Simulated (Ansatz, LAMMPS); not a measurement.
## Neighbourhoods of single atoms in liquid furan at 300 K (207 atoms)

Density of this cell: 0.940 g/cm³. The cell holds 207 atoms: 92 C, 23 O and 92 H. Cell: a = 14.037 Å, b = 14.037 Å, c = 14.037 Å, α = 90.0°, β = 90.0°, γ = 90.0°. 23 furan placed at random, at 0.94 g/cm³; overlaps pushed apart, then 10 ps at 450 K with MMFF94 bonds, angles, torsions, charges and radii (Halgren, J. Comput. Chem. 17, 490 (1996)) in harmonic and 12-6 forms. Snapshot after 20 ps at 300 K and fixed volume.

Method: Kohn-Sham DFT, PBE+D4, PAW (set soft_2), plane waves (Ansatz 0.2.0; cutoff 420 eV, Γ point, fixed occupations), at the geometry as built.

The whole cell was solved; only parts of it are printed.

Local excerpt of 22 atoms (numbers count through the whole input) about C64, which bears the longest force; x, y, z are measured from there.

```csv
atom,x,y,z,distance (Å),bonds,Löwdin charge (e),Fx,Fy,Fz (eV/Å)
C64,0.00,0.00,0.00,0.00,3,-0.19,-2.48,-1.14,-3.35
H69,0.84,-0.38,0.50,1.05,1,0.23,1.10,-0.47,0.69
C65,-0.39,1.34,-0.23,1.42,3,-0.17,-0.16,0.51,0.42
C68,-0.88,-0.76,-0.86,1.44,3,0.04,1.62,-1.31,2.02
C66,-1.56,1.28,-0.97,2.24,3,0.00,0.44,0.20,-0.48
H70,0.20,2.23,0.11,2.24,1,0.19,-0.98,-0.70,-0.25
O67,-1.84,0.00,-1.39,2.31,2,-0.16,0.66,0.54,0.61
H72,-0.97,-1.86,-1.08,2.36,1,0.20,0.20,1.20,0.40
H6,-0.78,1.56,2.47,3.02,1,0.20,-0.54,-1.02,1.02
H71,-2.21,1.95,-1.46,3.29,1,0.22,-0.40,1.12,-0.18
C1,-1.43,1.07,3.26,3.72,3,-0.17,1.83,0.82,-2.16
H51,2.40,2.85,0.46,3.75,1,0.21,0.85,-0.05,0.52
C185,2.29,-2.93,-0.53,3.76,3,0.02,1.66,2.89,1.73
H189,2.00,-3.20,0.49,3.81,1,0.22,-0.04,0.21,-0.41
H133,0.24,-0.15,-3.82,3.83,1,0.24,-1.62,0.23,2.59
C181,3.15,-1.95,-1.04,3.85,3,-0.20,0.73,-0.27,1.65
H186,3.73,-1.23,-0.50,3.96,1,0.20,0.17,0.14,0.62
H126,2.03,0.15,3.46,4.02,1,0.21,0.26,-0.34,-0.12
C164,-0.56,-3.42,2.33,4.17,3,-0.19,-1.09,-0.48,-1.46
C46,2.55,2.92,1.55,4.18,3,-0.19,1.40,-0.52,-0.95
O184,1.73,-3.52,-1.53,4.21,2,-0.15,-1.03,-1.90,-2.01
C163,-1.79,-2.79,2.65,4.24,3,-0.19,-0.20,-0.60,-0.09
```

The column of bonds counts only the pairs C-C within 1.82 Å, C-H within 1.34 Å, C-O within 1.73 Å; other neighbours, such as metal atoms beside each other in a compound, aren't counted, and periodic images can show an atom twice.

The surroundings of O202, one of the 23 O atoms, nearest first, numbered as they follow in the input and with coordinates relative to it.

```csv
atom,x,y,z,distance (Å),bonds,Löwdin charge (e),Fx,Fy,Fz (eV/Å)
O202,0.00,0.00,0.00,0.00,2,-0.19,0.34,-0.34,-1.30
C201,-0.53,1.18,0.39,1.35,3,0.04,-2.44,-0.62,-0.99
C203,1.09,-0.25,0.80,1.37,3,0.04,-0.79,-3.17,-2.54
H207,1.48,-1.22,0.45,1.97,1,0.21,0.62,0.66,0.73
H206,-1.45,1.46,-0.20,2.07,1,0.20,1.25,-0.08,0.92
C200,0.07,1.53,1.53,2.17,3,-0.20,1.18,1.33,0.84
C199,1.19,0.65,1.75,2.21,3,-0.20,-2.22,1.36,-0.41
H150,-1.48,-1.96,1.13,2.71,1,0.19,-1.37,-0.63,0.42
H78,1.52,-0.89,-2.44,3.01,1,0.23,-1.24,0.36,-0.11
H204,1.92,0.73,2.43,3.19,1,0.24,2.15,0.24,2.39
H205,-0.12,2.43,2.08,3.20,1,0.22,-0.14,0.55,0.45
H134,2.08,2.53,-0.20,3.28,1,0.22,-0.48,-0.35,-0.07
C145,-2.51,-2.42,1.26,3.71,3,-0.19,1.29,0.42,-1.28
H196,1.09,-3.46,-0.83,3.72,1,0.21,-0.15,-0.04,-0.57
O94,-2.16,0.89,-2.92,3.74,2,-0.19,0.23,-0.61,-1.51
C73,2.53,-1.18,-2.51,3.76,3,-0.19,-1.07,0.11,0.52
H81,3.48,0.43,-1.38,3.77,1,0.21,0.40,0.37,0.14
H141,-2.78,0.52,2.69,3.91,1,0.21,0.86,-0.93,-1.77
H89,-3.85,0.28,0.70,3.92,1,0.21,-0.94,0.00,-0.21
H63,0.85,-2.50,2.97,3.98,1,0.21,0.21,-0.13,0.32
C77,3.52,-0.49,-1.92,4.04,3,0.02,0.61,0.21,-0.43
H99,-2.07,2.80,-2.06,4.05,1,0.20,-0.37,-0.35,-0.50
C129,2.87,3.18,0.08,4.29,3,0.01,1.31,0.96,-0.14
H197,-0.12,-4.14,1.44,4.38,1,0.22,-0.44,0.79,0.86
C95,-2.47,2.22,-2.91,4.41,3,0.04,-1.14,-0.02,0.20
C149,-3.17,-3.06,0.22,4.41,3,0.03,0.76,0.38,0.01
H45,-2.65,2.92,2.03,4.44,1,0.21,-0.48,0.01,0.34
H153,-2.94,-3.29,-0.83,4.49,1,0.23,-0.05,0.09,0.71
H8,-0.24,4.00,-2.12,4.53,1,0.20,0.43,0.49,-1.04
C191,0.78,-4.47,-0.59,4.58,3,-0.18,-0.70,1.74,1.07
C192,0.17,-4.72,0.61,4.76,3,0.03,1.13,-1.58,-0.71
C146,-3.42,-2.35,2.34,4.77,3,-0.20,-0.89,-0.64,-0.60
C136,-3.18,0.80,3.60,4.87,3,-0.20,-1.07,1.20,1.68
C84,-4.84,0.54,0.27,4.88,3,0.01,-1.12,1.05,-0.01
C74,3.03,-2.38,-3.04,4.90,3,-0.20,2.93,1.41,0.86
C59,1.61,-2.82,3.69,4.92,3,0.04,-1.58,1.02,-0.68
H188,4.33,0.63,2.25,4.92,1,0.22,-0.44,-0.57,-1.21
C93,-2.77,0.37,-4.08,4.95,3,0.04,0.54,-0.66,-0.17
H151,-3.26,-1.89,3.30,5.01,1,0.22,-0.04,0.11,0.34
O58,2.56,-1.88,3.95,5.07,2,-0.17,0.68,-0.93,-0.34
H98,-2.49,-0.63,-4.46,5.15,1,0.22,-0.02,0.43,0.88
H133,2.62,4.03,1.97,5.19,1,0.24,-1.62,0.23,2.59
O130,3.84,3.40,-0.86,5.20,2,-0.19,0.81,-0.83,-1.00
C128,3.22,3.93,1.16,5.21,3,-0.20,-1.42,-0.96,-0.92
H168,0.29,2.06,-4.80,5.23,1,0.22,0.25,0.03,0.37
C41,-2.69,4.00,2.09,5.25,3,0.04,-0.15,-1.72,-1.19
```

The column of bonds counts only the pairs C-C within 1.82 Å, C-H within 1.34 Å, C-O within 1.73 Å; other neighbours, such as metal atoms beside each other in a compound, aren't counted, and periodic images can show an atom twice.

A closer look about C47, picked at random: 46 atoms, nearest first, numbered in the order of the input, with positions taken from that point.

```csv
atom,x,y,z,distance (Å),bonds,Löwdin charge (e),Fx,Fy,Fz (eV/Å)
C47,0.00,0.00,0.00,0.00,3,-0.19,-2.27,0.51,1.21
H52,-1.00,0.40,-0.28,1.11,1,0.19,0.83,-0.09,0.06
C48,0.36,-0.24,1.30,1.37,3,0.03,-1.30,0.63,0.30
C46,0.96,-0.57,-0.81,1.38,3,-0.19,1.40,-0.52,-0.95
H51,0.82,-0.65,-1.90,2.16,1,0.21,0.85,-0.05,0.52
C50,1.95,-1.04,0.07,2.21,3,0.02,-1.10,-0.52,-1.38
O49,1.52,-0.91,1.34,2.22,2,-0.15,0.14,0.65,1.06
H53,-0.20,0.00,2.22,2.23,1,0.21,0.65,-0.25,-0.18
H70,-1.39,-1.27,-2.25,2.93,1,0.19,-0.98,-0.70,-0.25
H6,-2.37,-1.94,0.11,3.06,1,0.20,-0.54,-1.02,1.02
H61,-0.61,1.86,-2.37,3.07,1,0.22,1.02,-0.76,1.23
H54,2.77,-1.71,0.01,3.25,1,0.23,0.74,-0.28,-0.52
H126,0.44,-3.35,1.11,3.56,1,0.21,0.26,-0.34,-0.12
H160,-3.53,0.83,1.35,3.87,1,0.21,-0.23,-0.34,-0.40
C65,-1.98,-2.16,-2.59,3.91,3,-0.17,-0.16,0.51,0.42
C1,-3.02,-2.42,0.90,3.97,3,-0.17,1.83,0.82,-2.16
C56,-1.02,2.63,-2.94,4.07,3,-0.20,0.22,2.28,-1.70
H159,-2.97,2.79,-0.35,4.09,1,0.23,1.19,0.79,-0.34
H79,-1.41,3.19,2.40,4.23,1,0.23,-1.16,-1.59,-0.99
H69,-0.75,-3.88,-1.86,4.36,1,0.23,1.10,-0.47,0.69
C155,-4.20,1.22,0.58,4.41,3,-0.19,0.29,0.86,-0.73
H34,3.95,0.91,1.76,4.42,1,0.21,0.24,0.20,-0.09
H7,-1.65,-3.21,2.61,4.45,1,0.19,-1.81,0.13,-1.04
H195,-2.41,0.60,3.73,4.48,1,0.21,0.18,-0.53,-0.62
C64,-1.59,-3.50,-2.36,4.51,3,-0.19,-2.48,-1.14,-3.35
C122,1.05,-4.26,1.12,4.53,3,0.04,-2.02,1.11,-0.82
H17,4.52,0.03,-0.50,4.54,1,0.21,0.05,-0.61,-0.51
H35,3.25,3.19,0.16,4.55,1,0.21,0.59,-0.22,1.70
C154,-3.91,2.33,-0.31,4.56,3,-0.20,-0.57,-0.53,1.05
C2,-2.69,-3.06,2.11,4.59,3,-0.18,0.94,-0.04,2.64
H80,1.17,3.34,3.03,4.66,1,0.23,1.28,-0.78,-0.37
O103,1.81,-1.62,-4.10,4.76,2,-0.17,-0.15,-0.64,0.08
O121,1.87,-4.45,0.04,4.83,2,-0.20,1.30,0.42,1.72
H60,-2.91,1.63,-3.51,4.85,1,0.21,0.38,0.33,-0.52
C30,3.65,3.06,1.23,4.92,3,0.04,-0.44,-0.35,-0.14
C29,4.07,1.97,2.00,4.94,3,-0.20,-0.67,1.06,-0.08
C55,-2.20,2.45,-3.68,4.94,3,-0.18,-1.06,-1.10,0.29
C74,-0.94,3.99,2.85,4.99,3,-0.20,2.93,1.41,0.86
H108,0.65,-0.17,-4.94,4.99,1,0.22,0.01,0.37,0.33
C5,-4.36,-2.39,0.80,5.03,3,0.05,-1.57,0.50,0.41
H115,1.84,1.41,4.48,5.05,1,0.20,-0.77,-0.35,0.26
C104,1.68,-0.44,-4.75,5.06,3,0.01,-0.19,0.46,-1.63
C66,-3.14,-2.22,-3.33,5.09,3,0.00,0.44,0.20,-0.48
C75,0.42,4.06,3.09,5.12,3,0.04,-1.10,1.00,0.30
C57,-0.53,3.88,-3.35,5.15,3,0.01,-0.90,-1.53,1.10
C12,5.16,-0.70,-1.01,5.31,3,0.05,0.09,3.74,-0.38
```

The column of bonds counts only the pairs C-C within 1.82 Å, C-H within 1.34 Å, C-O within 1.73 Å; other neighbours, such as metal atoms beside each other in a compound, aren't counted, and periodic images can show an atom twice.

Length of the force by element:

```csv
element,coordination,atoms,mean length of the force (eV/Å),spread,least,most
C,all,92,1.99,0.949,0.217,4.32
H,all,92,1.07,0.631,0.235,3.22
O,all,23,1.37,0.557,0.375,2.95
```

Löwdin charges by element (they lack the spilled electrons, 0.040 e an atom on average):

```csv
element,coordination,atoms,mean charge (e),spread,least,most
C,all,92,-0.0803,0.111,-0.213,0.0527
H,all,92,0.213,0.0123,0.18,0.241
O,all,23,-0.176,0.0164,-0.202,-0.139
```

The force components of 1.0 eV/Å r.m.s. hold both thermal displacement and the mismatch between the potential that made the cell and DFT, above all in bond lengths inside molecules. The network of contacts between molecules at the start is that of the classical potential that made the cell, and needn't be the one that DFT or experiment would give. The density was typed from a rule of thumb and may lie off the real one at this temperature. Only the Γ point is sampled, in a cell whose shortest periodic width is 14 Å. The Löwdin charges lack the electrons that the projection spills, 0.040 e an atom on average.

[Logs are printed without paths, hosts, clocks, repeated set-up lines and the standing remarks that a program may print on its own settings, such as how far it seeks lower states.]

[Hosts, paths, dates, database ids (printed as entryN), source tags and the programs' standing remarks are cut or masked in the printed files.]

[The MMFF94 radii named for the starting cell were scaled by 0.96; in molecules described by MMFF94, hydrogen bound to N, O or S took a small fixed 12-6 site in their place.]
